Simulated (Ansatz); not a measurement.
# BaTlI3 (cubic perovskite) (Pm-3m): band gap by G0W0 on PBEsol, part 2 of 2

How far does one-shot GW move the PBEsol gap of BaTlI3 (cubic perovskite) (Pm-3m)?

Ansatz 0.2.0; PBEsol, then G0W0 on it, plane waves, PAW. Known limits of the many-body steps: finite bands, screening cutoff and k mesh; no spin-orbit coupling in G0W0; d shells not analysed; screening cutoff under 40 eV in some runs.

So far. Step 3 (The PBEsol band structure): Over mesh and path the gap is 2.422 eV, from k = (0.500, 0.500, 0.500) to k = (0.000, 0.500, 0.000). The least direct gap found is 2.665 eV, at k = (0.000, 0.500, 0.000). The relaxed cell has a = 6.572 Å (conventional setting).

The structure was built from a prototype and need not be the compound's stable phase.

In doubt: masses and optical values from hybrid runs of this build are listed as unsure (in some of the runs), which bears on the screening that GW takes from such a start.

## (4) One-shot GW

G0W0 replaces the xc potential by a self-energy built once from the orbitals of the start. Levels are corrected in the window of bands that the input names, at points of the mesh.

This step: G0W0 on PBEsol, plane waves, PAW.

input.yaml reads:

```yaml
crystal:
  lattice:
    - [6.5717449587, 0.0, 0.0]
    - [0.0, 6.5717449587, 0.0]
    - [0.0, 0.0, 6.5717449587]
  atoms:
    - { symbol: Tl, position: [0.0, 0.0, 0.0] }
    - { symbol: Ba, position: [0.5, 0.5, 0.5] }
    - { symbol: I, position: [0.5, 0.5, 0.0] }
    - { symbol: I, position: [0.5, 0.0, 0.5] }
    - { symbol: I, position: [0.0, 0.5, 0.5] }
kpoints:
  mp_grid: { grid: [2, 2, 2] }
hamiltonian:
  xc: pbesol
scf:
  occupations: { method: fixed }
gw:
  n_empty_bands: 847
  ecut_chi: 120.0
  qp_bands: [v2, c2]
  qp_kpoints: band_edges
  screening: { model: contour_deformation }
```

Launch:

```
ansatz run input.yaml --threads 4 --pin off --max-ram 17510MiB --backend cpu --events-out ev --progress --plain --runs-dir out
```

Numbers of over 12 decimals in the logs are rounded to 6 here.

Output:

```text
[...]
Crystal: 5 atoms, lattice volume = 283.819 Å³
Basis set: ecut = 420 eV, 5497 PW (Γ)
Bands: 45, of which v1, the nominal top of the filled ones, is band 37 counted from 1 (36 counted from 0)
Symmetry: 48 space group operations
[...]
k-points: 4 of 8
[...]
SCF iter   1: F=—  HF=-39460.263255 eV  |F-HF|=—  |Δ(HF+E_count)|=         —  Δρ=1.56e-3  dr2=1.19e-2  ethr=1.77e-3  ⟨swp⟩=4.8  Hψ=655  notcnv=0  defer=20
[...]
SCF iter   7: F=-39460.257271 eV  HF=-39460.257271 eV  |F-HF|=6.01e-9  |Δ(HF+E_count)|=   2.84e-7  Δρ=9.28e-7  dr2=2.57e-9  ethr=1.35e-10  ⟨swp⟩=14.2  Hψ=925  notcnv=0
SCF 1 converged in 7 iterations: F = -39460.257271 eV  dr2 = 2.57e-9
[...]
G₀W₀ screening: q 1/4
[... further progress lines ...]
SCF converged after 7 iterations
Free energy (F): -39460.257271 eV
[...]
Internal energy: -39460.257271 eV  (E = F + TS)
E sigma→0 (E₀):  -39460.257271 eV
Fermi energy:    2.277357 eV
[...]
--- Band table (eV) ---
  k-point 0: bands = [... 33 lower, 1.8178, 2.0754, 2.0754, 2.0754, 5.5890, 5.5890, 5.5890, 6.2081, ... 4 higher]
  k-point 1: bands = [... 33 lower, 1.6012, 1.7328, 2.0296, 2.0296, 4.6913, 5.3098, 5.3098, 6.2870, ... 4 higher]
  k-point 2: bands = [... 33 lower, 1.5355, 1.5355, 1.7567, 2.2737, 5.0014, 5.2151, 5.2151, 7.4278, ... 4 higher]
  k-point 3: bands = [... 33 lower, 0.8741, 2.2774, 2.2774, 2.2774, 5.5453, 5.5453, 5.5453, 8.0434, ... 4 higher]
--- G₀W₀: contour deformation, 6 samples at zero and on the imaginary axis and 1 off it, 8 q-points, 847 empty bands' worth ---
  eigenvalues of the whole cell's RPA ε∞ on this k-mesh (on a slab, of 1 + 4πα/V) = 3.7082, 3.7082, 3.7082; static W/v taken at q = 0 is 0.269672
  bands read: the sum over 884 bands ends inside a degenerate multiplet in 2 slots, whose members it reads at an even weight; the widest, k=0: bands 884 to 886 (counted from 1) at 1/3 each
  gw.qp_kpoints: band_edges: 4 of 4 stored k-points solved, in 1 pass; an edge of the gap read off the rows below is read off those points alone
    ik  band        ε_KS         Σx   Σc(E_QP)       V_xc       Z   E_QP_lin       E_QP  E_QP is
     0    36      2.0754   -17.6841     1.8261   -14.7110  0.7555     0.8878     0.9285  root
     0    37      2.0754   -17.6841     1.8261   -14.7110  0.7555     0.8878     0.9285  root
     0    38      5.5890    -5.6493    -3.4071    -9.7413  0.7627     6.2926     6.2739  root
     0    39      5.5890    -5.6493    -3.4071    -9.7413  0.7627     6.2926     6.2739  root
     1    36      2.0296   -17.5957     1.8639   -14.5748  0.7532     0.8297     0.8726  root
     1    37      2.0296   -17.5957     1.8639   -14.5748  0.7532     0.8297     0.8726  root
     1    38      4.6913    -4.4605    -3.0788    -8.0822  0.7940     5.2417     5.2342  root
     1    39      5.3098    -5.2606    -3.2683    -9.1753  0.7743     5.9702     5.9562  root
     2    36      1.7567   -17.9002     1.9281   -14.7994  0.7550     0.5398     0.5840  root
     2    37      2.2737   -17.1957     1.8224   -14.2248  0.7503     1.0831     1.1252  root
     2    38      5.0014    -4.5298    -3.1813    -8.3309  0.7848     5.6324     5.6211  root
     2    39      5.2151    -5.6530    -3.1875    -9.4413  0.7776     5.8271     5.8160  root
     3    36      2.2774   -17.1958     1.8143   -14.2342  0.7504     1.0882     1.1301  root
     3    37      2.2774   -17.1958     1.8143   -14.2342  0.7504     1.0882     1.1301  root
     3    38      5.5453    -5.7356    -3.3809    -9.7851  0.7651     6.2309     6.2139  root
     3    39      5.5453    -5.7356    -3.3809    -9.7851  0.7651     6.2309     6.2139  root
```

Elapsed: 2.3 min, on 4 threads of Arm Neoverse V2, shared host; peak memory 5.6 GiB.

This step gave:

| Property | Result |
| --- | --- |
| bands summed | 884 |
| RPA ε∞ on this mesh (eigenvalues) | 3.708, 3.708, 3.708 |
| plane waves in the screening matrix | 847 |
| q-points in the mesh | 8 |
| G0W0 gap over the corrected points | 4.104 eV |
| k of the valence top | -0.5, -0.5, -0.5 |
| k of the conduction bottom | 0, 0, -0.5 |
| starting gap on the mesh | 2.414 eV |
| Z at the valence top | 0.7504 |
| Z at the conduction bottom | 0.7940 |
| least direct G0W0 gap over the corrected points | 4.362 eV |

Over all 4 irreducible mesh points the G0W0 gap is 4.104 eV, from k = (-0.500, -0.500, -0.500) to k = (0.000, 0.000, -0.500). The PBEsol gap of this run on the mesh is 2.414 eV. The two states that bound the G0W0 gap lie that far apart at the start, so the correction of the gap is 4.104 − 2.414 = +1.690 eV. The start of this run differs from the step before in mesh (4×4×4 and 2×2×2).

Labels follow the order of the start: v1 is the top filled band, c1 the lowest empty one; levels that stay degenerate share a row, the window can cut a multiplet, doubted levels are not marked in this list, bands outside the window were not corrected, and the list may be a part of the corrected levels. Levels before and after the correction, in eV, zero at the valence-band top of each column:

```
           conduction bottom  valence top
Kohn-Sham               2.41         0.00
     G0W0               4.10         0.00
```

```
                            level  occupation  energy (eV)
Kohn-Sham        (0 0 -0.5) v2-v1           2       -0.248
Kohn-Sham           (0 0 -0.5) c1           0        2.414
Kohn-Sham           (0 0 -0.5) c2           0        3.032
Kohn-Sham  (-0.5 -0.5 -0.5) v2-v1           2        0.000
Kohn-Sham  (-0.5 -0.5 -0.5) c1-c2           0        3.268
     G0W0        (0 0 -0.5) v2-v1           2       -0.257
     G0W0           (0 0 -0.5) c1           0        4.104
     G0W0           (0 0 -0.5) c2           0        4.826
     G0W0  (-0.5 -0.5 -0.5) v2-v1           2        0.000
     G0W0  (-0.5 -0.5 -0.5) c1-c2           0        5.084
```

The parts of the quasiparticle energy for the two states that bound the G0W0 gap, in eV on the run's own scale (QP = start + Σx + Σc − Vxc, with Σc at the quasiparticle energy):

```
             edge                         k  band  start       Σx      Σc      Vxc      Z     QP
      valence top  (-0.500, -0.500, -0.500)    36  2.277  −17.196   1.814  −14.234  0.750  1.130
conduction bottom    (0.000, 0.000, -0.500)    38  4.691   −4.460  −3.079   −8.082  0.794  5.234
```

## (5) Spin-orbit coupling

This run has two-component orbitals with spin-orbit coupling.

This step: DFT, PBEsol with spin-orbit coupling, plane waves, PAW.

input.yaml, the sections that differ from step 4:

```yaml
kpoints:
  mp_grid: { grid: [4, 4, 4] }
  band_path:
    path: [[0.0, 0.0, 0.0], [0.0, 0.5, 0.0], [0.5, 0.5, 0.0], [0.5, 0.5, 0.5]]
    npoints: 1
scf:
  occupations: { method: fixed }
  n_extra_bands: 10
magnetization:
  noncollinear: true
  spin_orbit: true
output:
  eigenvalues: true
  forces: true
  stress: true
  write_density: true
  write_potential: true
  elf: true
  volumetric_format: npy
# crystal, hamiltonian: as in step 4
# gw: removed
```

Output:

```text
[...]
non-collinear run that drives no moment, with spin-orbit: no starting moment large enough to seed its density (crystal.atoms[].spin), no starting occupations that ask for one, no magnetisation constraint and no magnetic field, so the semilocal B_xc is pinned to zero
Crystal: 5 atoms, lattice volume = 283.819 Å³
Basis set: ecut = 420 eV, 5497 PW (Γ), exchange–correlation on 90×90×90 points (8 copies of the dense FFT grid, shifted against one another)
Bands: 84, of which v1, the nominal top of the filled ones, is band 74 counted from 1 (73 counted from 0)
Symmetry: 48 space group operations + 48 with time reversal
[...]
k-points: 10 of 64
Projection manifold: j_resolved (fully-relativistic pseudo-atomic orbitals)
[...]
SCF iter   1: F=—  HF=-39512.340353 eV  |F-HF|=—  |Δ(HF+E_count)|=         —  Δρ=2.63e-2  dr2=8.88e0  dr2_m=0.00e0 (ungated)  ethr=3.10e-3  |M|=0.00e0 ∫|m|=0.00e0 μB  |m|>n=0.0e0 m-floor=0.0e0 τ_xc=0.0e0  β_m=0.30  ⟨swp⟩=10.1  Hψ=2582  notcnv=0  defer=82
[...]
spin=Noncollinear: Resta preconditioning applied to the charge; magnetization (m_x, m_y, m_z) channels mix plain (no charge-response kernel on spin).
SCF iter   2: F=—  HF=-39510.491648 eV  |F-HF|=—  |Δ(HF+E_count)|=    1.85e0  Δρ=1.65e-2  dr2=3.96e0  dr2_m=0.00e0 (ungated)  ethr=3.10e-3  |M|=0.00e0 ∫|m|=0.00e0 μB  |m|>n=0.0e0 m-floor=0.0e0 τ_xc=0.0e0  β_m=0.56  ⟨swp⟩=7.8  Hψ=919  notcnv=0  defer=54
[...]
SCF iter   9: F=-39508.789711 eV  HF=-39508.789711 eV  |F-HF|=4.32e-8  |Δ(HF+E_count)|=   3.00e-7  Δρ=2.39e-6  dr2=3.47e-8  dr2_m=0.00e0 (ungated)  ethr=1.35e-10  |M|=0.00e0 ∫|m|=0.00e0 μB  |m|>n=0.0e0 m-floor=0.0e0 τ_xc=0.0e0  ⟨swp⟩=24.8  Hψ=4527  notcnv=0
SCF 1 converged in 9 iterations: F = -39508.789711 eV  dr2 = 3.47e-8
[...]
SCF converged after 9 iterations
Magnetization: |M| = 0.0000 μB,  M = (+0.0000, +0.0000, +0.0000) μB
Absolute magnetization: 0.0000 μB (∫|m|)
  site 0: m = (+0.0000, +0.0000, +0.0000) μB, |m| = 0.0000 μB  (R = 1.92 Å)
  site 1: m = (+0.0000, +0.0000, +0.0000) μB, |m| = 0.0000 μB  (R = 1.36 Å)
  site 2: m = (+0.0000, +0.0000, +0.0000) μB, |m| = 0.0000 μB  (R = 1.36 Å)
  site 3: m = (+0.0000, +0.0000, +0.0000) μB, |m| = 0.0000 μB  (R = 1.36 Å)
  site 4: m = (+0.0000, +0.0000, +0.0000) μB, |m| = 0.0000 μB  (R = 1.36 Å)
Free energy (F): -39508.789711 eV
[...]
Internal energy: -39508.789711 eV  (E = F + TS)
E sigma→0 (E₀):  -39508.789711 eV
Fermi energy:    2.446910 eV
[...]
--- Stress (GPa, compression-positive) ---
       -0.053860      -0.000000       0.000000
        0.000000      -0.053860      -0.000000
        0.000000       0.000000      -0.053860
  P = ⅓ Tr σ = -0.0539 GPa (-0.539 kbar)
--- Band table (eV; the first three rows and the last of 10) ---
  k-point 0: bands = [... 70 lower, 2.3743, 2.3743, 2.3743, 2.3743, 4.5191, 4.5191, 5.9915, 5.9915, ... 6 higher]
  k-point 1: bands = [... 70 lower, 2.0746, 2.0746, 2.3497, 2.3497, 4.3225, 4.3225, 5.4965, 5.4965, ... 6 higher]
  k-point 2: bands = [... 70 lower, 2.0054, 2.0054, 2.3435, 2.3435, 4.1313, 4.1313, 5.2124, 5.2124, ... 6 higher]
  k-point 9: bands = [... 70 lower, 2.4469, 2.4469, 2.4469, 2.4469, 4.5910, 4.5910, 5.8842, 5.8842, ... 6 higher]
```

Elapsed: 27 s, on 4 threads; peak memory 1.7 GiB.

This step gave:

```yaml
pressure: -0.05386 GPa
gap: 1.684 eV
valence_top_at: R
conduction_bottom_at: X
least_direct_gap: 1.788 eV
```

Over mesh and listed points the gap is 1.684 eV, from k = (0.500, 0.500, 0.500) to k = (0.000, 0.500, 0.000). The least direct gap found is 1.788 eV, at k = (0.000, 0.500, 0.000). PBEsol+SOC against PBEsol: 1.684 − 2.422 = −0.738 eV, with the same mesh, set of files (read in its fully relativistic form for the spin-orbit run) and cutoff, and both edges at the same k points. The spin-orbit run sees mesh and listed points alone, so its gap is an upper bound: the coupling can move an edge off these points, and the change over the zone, its sign included where it is small, is not known.

## (6) The runs together

Each gap is the least one over the points named; times are wall times on shared hosts, not benchmarks. A G0W0 time includes the run's own self-consistent start. Runs with listed points see these and the mesh alone, so an edge that moves elsewhere is missed. Rows marked * are further runs, not shown as steps, whose inputs differ from the G0W0 step on the same start in the columns given; solver thresholds can differ too. Symmetry makes (0.500, 0.500, 0.500) and (-0.500, -0.500, -0.500) one point. Symmetry makes (0.000, 0.500, 0.000) and (0.000, 0.000, -0.500) one point.

```
       level   mesh       files, cutoff    bands summed, screening                         points  gap (eV)               valence top       conduction bottom  least direct gap (eV)     time
      PBEsol  4×4×4  soft_2 PAW, 420 eV                          -                  mesh and path     2.422     (0.500, 0.500, 0.500)   (0.000, 0.500, 0.000)                  2.665    5.9 s
  PBEsol+SOC  4×4×4  soft_2 PAW, 420 eV                          -         mesh and listed points     1.684     (0.500, 0.500, 0.500)   (0.000, 0.500, 0.000)                  1.788     27 s
G0W0@PBEsol*  2×2×2  soft_2 PAW, 420 eV                 176, 36 eV  all 4 irreducible mesh points     3.815  (-0.500, -0.500, -0.500)  (0.000, 0.000, -0.500)                  4.060      8 s
G0W0@PBEsol*  2×2×2  soft_2 PAW, 420 eV                 430, 72 eV  all 4 irreducible mesh points     3.971  (-0.500, -0.500, -0.500)  (0.000, 0.000, -0.500)                  4.223     31 s
 G0W0@PBEsol  2×2×2  soft_2 PAW, 420 eV                884, 120 eV  all 4 irreducible mesh points     4.104  (-0.500, -0.500, -0.500)  (0.000, 0.000, -0.500)                  4.362  2.3 min
G0W0@PBEsol*  2×2×2  soft_2 PAW, 420 eV  884, 120 eV, plasmon pole  all 4 irreducible mesh points     4.139  (-0.500, -0.500, -0.500)  (0.000, 0.000, -0.500)                  4.397  2.5 min
```

## (7) What came out

```json
{
  "PBEsol gap over mesh and path": "2.422 eV, from k = (0.500, 0.500, 0.500) to k = (0.000, 0.500, 0.000)",
  "G0W0@PBEsol gap over all 4 irreducible mesh points": "4.104 eV, from k = (-0.500, -0.500, -0.500) to k = (0.000, 0.000, -0.500)",
  "PBEsol+SOC gap over mesh and listed points": "1.684 eV",
  "GW settings": "2×2×2 mesh, 847 empty bands, screening to 120 eV",
  "known limits": "finite bands, screening cutoff and k mesh; no spin-orbit coupling in G0W0; d shells not analysed; screening cutoff under 40 eV in some runs"
}
```

**Reading.** Over all 4 irreducible mesh points the G0W0 gap is 4.104 eV, from k = (-0.500, -0.500, -0.500) to k = (0.000, 0.000, -0.500). The PBEsol gap of this run on the mesh is 2.414 eV. The two states that bound the G0W0 gap lie that far apart at the start, so the correction of the gap is 4.104 − 2.414 = +1.690 eV. The valence state moves by 1.130 − 2.277 = −1.147 eV and the conduction state by 5.234 − 4.691 = +0.543 eV, on the run's own scale; with 176 bands the edge states move by −0.585 and +0.816 eV, so the split between the edges depends on the bands and cutoff. Both edges that PBEsol shows over mesh and path lie at k points where levels were corrected. Levels at other points were not corrected, so a lower G0W0 gap elsewhere in the zone is not ruled out. From 176 bands and 36 eV to 884 bands and 120 eV the gap moves by 4.104 − 3.815 = +0.289 eV (rung by rung 3.815, 3.971, 4.104 eV); bands and screening cutoff rise together, so their parts are not told apart. A line in one over the bands through the two highest rungs gives 4.104 + (4.104 − 3.971) × 430 / (884 − 430) = 4.230 eV, and through the pair below 3.971 + (3.971 − 3.815) × 176 / (430 − 176) = 4.079 eV. The two differ by 0.151 eV, not under the 0.030 eV asked, so the law does not hold well over these rungs and the limit is not known. With the plasmon pole model in place of the contour deformation model and all else as in the G0W0@PBEsol row with 884 bands, the gap differs by 4.139 − 4.104 = +0.035 eV. G0W0 on other starts in this series, not shown as steps and not all at these settings: 4.505 eV on r2SCAN (2×2×2, soft_2 PAW, 884 bands, 120 eV) and 4.668 eV on HSE06 (2×2×2, soft_2 PAW, 884 bands, 120 eV). PBEsol+SOC against PBEsol: 1.684 − 2.422 = −0.738 eV, with the same mesh, set of files (read in its fully relativistic form for the spin-orbit run) and cutoff, and both edges at the same k points. The spin-orbit run sees mesh and listed points alone, so its gap is an upper bound: the coupling can move an edge off these points, and the change over the zone, its sign included where it is small, is not known. What spin-orbit coupling does to the G0W0 levels was not computed, so no sum with the G0W0 gap is formed. The G0W0 runs are scalar-relativistic. One-shot GW is known to converge slowly in bands for compounds with shallow d shells. The cell holds Tl; the filling of the d shell and its place against the gap were not analysed here. This is the ideal cubic cell; tilts or off-centring, which many perovskites show locally, are not in it. No pair of G0W0 runs that differ in the mesh alone is shown (2×2×2 is a supercell whose nearest images lie 13 Å apart), so the error from the mesh is not known here. G0W0@PBEsol runs of this series with other atomic data on the same mesh, not shown as steps, give 4.161 eV (hard PAW, 520 eV, 1296 bands, screening to 156 eV); where bands and cutoffs differ too, the part of the files is not isolated. A screening cutoff under 40 eV is crude: G0W0@PBEsol with 176 bands at 36 eV.

[Paths, hosts, dates, memory and timing lines, banners, echoed tables and standing remarks are left out of the program output.]

[Logs are printed without paths, hosts, clocks, repeated set-up lines and the standing remarks that a program may print on its own settings, such as how far it seeks lower states.]

[Runs of the session that timed out or met a known fault of the program may be left out.]

[Cells called generated may have been cut or substituted from an entry of the Crystallography Open Database or the Materials Project.]

[Hosts, paths, dates, database ids (printed as entryN), source tags and the programs' standing remarks are cut or masked in the printed files.]

[Where an RPA ε∞ is given, it is that of the G0W0 mesh and is not shown converged in it. Names of k-points follow the symmetry that the program found, which can be lower than the space group named. Band edges on a path are those of the sampled points; other points can move an edge, and change direct to indirect where valleys lie close.]

[Hybrid gaps are those of their k-mesh and are not shown converged in it.]
